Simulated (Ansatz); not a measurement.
# Nb wire along [111], 13 atoms a period: bands along the axis, part 2 of 2

What gap, if any, does the Nb wire along [111], 13 atoms a period have, and how many channels would it open?

Ansatz 0.2.0; DFT PBE, plane waves, PAW; relaxation of a wire's period; PAW set soft_1 (the session's first sound run).

So far: The structure; Relaxing the period.

### Step 2. Relaxing the period (continued)

Relaxation path:

| step | energy less that of the first step (eV) | largest force component (eV/Å) | pressure (GPa) | volume (Å³) |
| --- | --- | --- | --- | --- |
| 1 | 0.0000 | 1.8004 | -5.12 | 690.67 |
| 2 | -2.1130 | 0.5765 | -0.21 | 658.00 |
| 3 | -2.3722 | 0.2633 | 0.47 | 646.26 |
| 4 | -2.5650 | 0.1935 | 0.18 | 633.24 |
| 5 | -2.5070 | 0.3557 | 0.33 | 622.55 |
| 6 | -2.6018 | 0.0238 | -0.12 | 627.42 |
| 7 | -2.6022 | 0.0041 | -0.04 | 627.38 |
| 8* | -2.6001 | 0.0041 | -0.04 | 627.38 |

Relaxation steps marked * repeat the geometry before them on a plane-wave basis chosen anew for their cell, so energy and pressure can jump there. Relaxation step 5 was tried and not accepted.

The run keeps the 4 symmetry operations that it works with, so distortions that break them were not tested.

| cell as run | before | after | change |
| --- | --- | --- | --- |
| c (Å) | 2.867 | 2.604 | -9.2 % |

The atoms that moved most (Å, along periodic axes as changes of fractional coordinates times the final cell, across vacuum about the mean position):

| atom | dx | dy | dz | length |
| --- | --- | --- | --- | --- |
| Nb9 | 0.000 | -0.142 | -0.104 | 0.176 |
| Nb6 | 0.000 | 0.142 | 0.104 | 0.176 |
| Nb8 | -0.119 | 0.072 | -0.099 | 0.171 |
| Nb5 | -0.119 | -0.072 | 0.099 | 0.171 |
| Nb10 | 0.119 | 0.072 | -0.099 | 0.171 |
| Nb7 | 0.119 | -0.072 | 0.099 | 0.171 |
| Nb13 | -0.062 | 0.000 | 0.000 | 0.062 |
| Nb1 | 0.062 | 0.000 | 0.000 | 0.062 |

The relaxed structure:

```cif
data_structure
_symmetry_space_group_name_H-M 'P 1'
_symmetry_Int_Tables_number 1
_cell_length_a 16.1620
_cell_length_b 14.9080
_cell_length_c 2.6038
_cell_angle_alpha 90.000
_cell_angle_beta 90.000
_cell_angle_gamma 90.000
_cell_volume 627.38
loop_
_atom_site_label
_atom_site_type_symbol
_atom_site_fract_x
_atom_site_fract_y
_atom_site_fract_z
_atom_site_occupancy
Nb1 Nb 0.21420 0.50000 0.00000 1
Nb2 Nb 0.35699 0.76882 0.00158 1
Nb3 Nb 0.50000 0.50000 0.00000 1
Nb4 Nb 0.64301 0.76882 0.00158 1
Nb5 Nb 0.34779 0.40454 0.37133 1
Nb6 Nb 0.50000 0.69081 0.37310 1
Nb7 Nb 0.65221 0.40454 0.37133 1
Nb8 Nb 0.34779 0.59546 0.62867 1
Nb9 Nb 0.50000 0.30919 0.62690 1
Nb10 Nb 0.65221 0.59546 0.62867 1
Nb11 Nb 0.35699 0.23118 0.99842 1
Nb12 Nb 0.64301 0.23118 0.99842 1
Nb13 Nb 0.78580 0.50000 0.00000 1
```

Numbers from this step:

```
energy at zero smearing    : -59164.8166 eV
cell length along the wire : 2.604 Å
```

The cell's length comes to 2.604 Å with spin left out.

### Step 3. The perfect wire

This step: DFT PBE, plane waves, PAW; bands of a perfect wire; PAW set soft_1 (Ansatz 0.2.0).

At the relaxed period the bands are computed along the axis; those that cross an energy going forward count the channels that a perfect wire would open there.

File input.yaml:

```yaml
crystal:
  lattice:
    - [16.162, 0.0, 0.0]
    - [0.0, 14.908, 0.0]
    - [0.0, 0.0, 2.6038494606]
  atoms:
    - { symbol: Nb, position: [0.214197547, 0.5, 0.0] }
    - { symbol: Nb, position: [0.356985934, 0.768816222, 0.001577528] }
    - { symbol: Nb, position: [0.5, 0.5, 0.0] }
    - { symbol: Nb, position: [0.643014066, 0.768816222, 0.001577528] }
    - { symbol: Nb, position: [0.34779135, 0.404540333, 0.371329772] }
    - { symbol: Nb, position: [0.5, 0.690806183, 0.37310287] }
    - { symbol: Nb, position: [0.65220865, 0.404540333, 0.371329772] }
    - { symbol: Nb, position: [0.34779135, 0.595459667, 0.628670228] }
    - { symbol: Nb, position: [0.5, 0.309193817, 0.62689713] }
    - { symbol: Nb, position: [0.65220865, 0.595459667, 0.628670228] }
    - { symbol: Nb, position: [0.356985934, 0.231183778, 0.998422472] }
    - { symbol: Nb, position: [0.643014066, 0.231183778, 0.998422472] }
    - { symbol: Nb, position: [0.785802453, 0.5, 0.0] }
kpoints:
  mp_grid: { grid: [1, 1, 31] }
  band_path: { path: ["Γ", Z], npoints: 90 }
scf:
  occupations: { method: fermi_dirac, width: 0.05 }
hamiltonian:
  xc: pbe
  pseudopotentials: { kind: paw, azcp: { folder: soft_1 } }
output:
  dos: { e_range: [-5, 4] }
  write_potential: true
  write_density: true
  volumetric_format: npy
```

The run is started by

```
$ ansatz run input.yaml --threads 4 --pin off --max-ram 16384MiB --backend cpu --events-out ev --progress --plain --runs-dir out
```

Numbers of over 12 decimals in the logs are rounded to 6 here.

The program printed:

```text
[...]
Crystal: 13 atoms, lattice volume = 627.380 Å³
Basis set: ecut = 420 eV, 12327 PW (Γ)
Bands: 102, of which v1, the nominal top of the filled ones, is band 85 counted from 1 (84 counted from 0)
Symmetry: 4 space group operations
[...]
k-points: 16 of 31
[...]
SCF iter   1: F=—  HF=-59180.137285 eV  |F-HF|=—  |Δ(HF+E_count)|=         —  Δρ=5.73e-2  dr2=1.51e2  ethr=3.10e-3  ⟨swp⟩=9.4  Hψ=7879  notcnv=0  defer=16
[...]
SCF iter  12: F=-59164.873439 eV  HF=-59164.873439 eV  |F-HF|=1.53e-10  |Δ(HF+E_count)|=  2.98e-10  Δρ=7.01e-7  dr2=3.60e-9  ethr=5.92e-11  ⟨swp⟩=26.1  Hψ=6385  notcnv=0
SCF 1 converged in 12 iterations: F = -59164.873439 eV  dr2 = 3.60e-9
[...]
NSCF: frozen V_eff on 91 k-points
WARN: The output density's exchange-correlation potential varies sharply where the density is thin. Do not read a vacuum level from v_tot or v_xc, or from such a field of the output density. On a cell that repeats whose density bears no net charge and no dipole along the vacuum's axis use v_es (v_loc + v_h of the components); under efield.dipole_correction with no amplitude use v_es + v_field, which holds any externa [...]
SCF converged after 12 iterations
Free energy (F): -59164.873439 eV
[...]
Internal energy: -59164.751759 eV  (E = F + TS)
E sigma→0 (E₀):  -59164.812599 eV
Entropy (-TS):   -0.121680 eV (-9.360 meV/atom)
Fermi energy:    4.523788 eV
[...]
--- Band table (eV; the first three rows and the last of 16) ---
  k-point 0: bands = [... 81 lower, 3.6675, 3.7018, 3.8396, 4.0998, 4.1189, 4.4208, 4.4262, 4.5850, ... 13 higher]
  k-point 1: bands = [... 81 lower, 3.6588, 3.7067, 3.8444, 4.0943, 4.1119, 4.4063, 4.4112, 4.5930, ... 13 higher]
  k-point 2: bands = [... 81 lower, 3.6301, 3.7223, 3.8591, 4.0774, 4.0911, 4.3625, 4.3663, 4.6162, ... 13 higher]
  k-point 15: bands = [... 81 lower, 4.9961, 5.1192, 5.1202, 5.3236, 5.7644, 5.7670, 5.8520, 5.9672, ... 13 higher]
```

It took 1.8 min on 4 threads of Intel Xeon Platinum 8259CL at 2.50GHz (Skylake/Cascade Lake), shared host; peak memory 3.3 GiB.

The column dr2 measures how far the density is from self-consistency, as an energy; F and HF (Harris–Foulkes) agree once it is small.

Numbers from this step:

| Quantity | Value |
| --- | --- |
| energy at zero smearing | -59164.8126 eV |
| band gap | 0 eV |

Electronic bands along the path, in eV, zero at the Fermi level; # counts the bands kept:

| point | #29 | #30 | #31 | #32 | #33 | #34 | #35 | #36 |
| --- | --- | --- | --- | --- | --- | --- | --- | --- |
| Γ | -1.06 | -0.86 | -0.82 | -0.68 | -0.42 | -0.40 | -0.10 | -0.10 |
| halfway | -0.39 | -0.39 | -0.10 | -0.10 | 0.01 | 0.01 | 0.12 | 0.20 |
| Z | 0.49 | 0.49 | 0.61 | 0.61 | 0.78 | 1.26 | 1.26 | 1.35 |

Between Γ and Z the bands cross the Fermi level 10 times, so a perfect wire would conduct at least 10 G₀, with spin left out.

### Step 4. Summary of results

```json
{
 "cell length, PBE": "2.604 Å",
 "ballistic conductance by band crossings, a lower bound, PBE": "10 G₀"
}
```

**Reading.** Under PBE the cell's length is 2.60 Å, and the bands cross the Fermi level 10 times between Γ and Z, which gives a perfect wire at least 10 G₀ (opposite crossings within one step of the path cancel in such a count). No spin was allowed, though thin wires with open d shells can turn magnetic.

[Logs are printed without paths, hosts, clocks, repeated set-up lines and the standing remarks that a program may print on its own settings, such as how far it seeks lower states.]

[Hosts, paths, dates, database ids (printed as entryN), source tags and the programs' standing remarks are cut or masked in the printed files.]
